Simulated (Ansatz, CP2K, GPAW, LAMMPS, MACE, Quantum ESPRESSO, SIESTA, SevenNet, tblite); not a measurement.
# What went wrong? GPAW on glassy 48SiO2-36B2O3-8MgO-8CaO (mol %) (89 atoms)

Program: GPAW 26.7.0, a calculation on a cell of 12 Si, 18 B, 2 Mg, 2 Ca and 55 O, 11.9 Å³ an atom.

File run.py:

```python
import numpy as np
from ase.io import read
from gpaw import GPAW, FermiDirac

atoms = read("structure.xyz")
atoms.calc = GPAW(
    mode="lcao",
    basis="dzp",
    h=0.18,
    xc="PBE96",
    kpts={"size": (1, 1, 1), "gamma": True},
    occupations=FermiDirac(0.05),
    maxiter=60,
    symmetry={"point_group": False},
    txt="gpaw.txt",
)
energy = atoms.get_potential_energy(force_consistent=True)
forces = atoms.get_forces()
print(f"energy {energy:.6f} eV")
print("forces (eV/A)")
for i, (a, f) in enumerate(zip(atoms, forces)):
    print(f"{i:4d} {a.symbol:2s} {f[0]:10.5f} {f[1]:10.5f} {f[2]:10.5f}")
print(f"Fermi level {atoms.calc.get_fermi_level():.4f} eV")
for k in range(len(atoms.calc.get_ibz_k_points())):
    for s in range(atoms.calc.get_number_of_spins()):
        e = atoms.calc.get_eigenvalues(kpt=k, spin=s)
        n = np.searchsorted(e, atoms.calc.get_fermi_level())
        print(f"k {k} spin {s} levels about the Fermi level:", np.round(e[max(n - 6, 0):n], 4).tolist(), "|", np.round(e[n:n + 6], 4).tolist())
```

File structure.xyz:

```xyz
89
Lattice="10.20454 0.00000 0.00000 0.00000 10.20454 0.00000 0.00000 0.00000 10.20454" Properties=species:S:1:pos:R:3 pbc="T T T"
Si 2.30347 5.06166 2.53052
Si 8.75550 0.19654 8.58569
Si 3.98610 1.29547 1.35435
Si 5.51586 9.12561 7.12787
Si 2.47613 10.12392 7.50462
Si 5.19391 8.85979 0.03663
Si 8.75213 3.27239 1.59272
Si 9.24184 4.38305 6.26508
Si 8.59304 6.23314 2.43950
Si 5.44524 2.29204 4.06712
[... 75 atom lines left out ...]
O 6.17701 0.26664 6.49621
O 5.25299 2.07897 7.72800
O 9.57288 6.99582 1.22740
O 8.66896 8.99530 7.69555
```

The run is started by

```console
> OMP_NUM_THREADS=1 python run.py > output.txt
```

What it wrote:

```text
ValueError: not enough values to unpack (expected 2, got 1)
NameError: Unknown functional: PBE96.
```

gpaw.txt:

```text
Input parameters:
  mode=LCAO(),
  basis={'default': 'dzp'},
  h=0.18,
  kpts=MonkhorstPack(size=(1, 1, 1), gamma=True),
  maxiter=60,
  occupations=Occupations(name='fermi-dirac', width=0.05, fixmagmom=False),
  symmetry=Symmetry(point_group=False),
  xc=XC(name='PBE96')
timing:  # [seconds]
  Total: 0.032  # ━━━━━━━━━━━━━━━━━━━━━━━━━━━━━━━━━━━━━━━━━━━━━━━━━━━━━━━━━━━
  Init:  0.009  # ━━━━━━━━━━━━━━━━━╸
```

Run time: 1.3 s. Hardware: 1 thread of Arm Neoverse V1, shared host; peak memory 0.12 GiB.

Banners, paths, timers and routine set-up lines are dropped from the logs unmarked, and long logs keep their key lines alone; longer cuts are marked.

Q: Find the fault and mend it.

An unknown functional: functional PBE96.

The program stopped at the start.

[Also dropped from logs without a mark: logging warnings of Python, and SIESTA's first energy breakdown and zero terms.]

[Logs are printed without paths, hosts, clocks, repeated set-up lines and the standing remarks that a program may print on its own settings, such as how far it seeks lower states.]

[Hosts, paths, dates, database ids (printed as entryN), source tags and the programs' standing remarks are cut or masked in the printed files.]
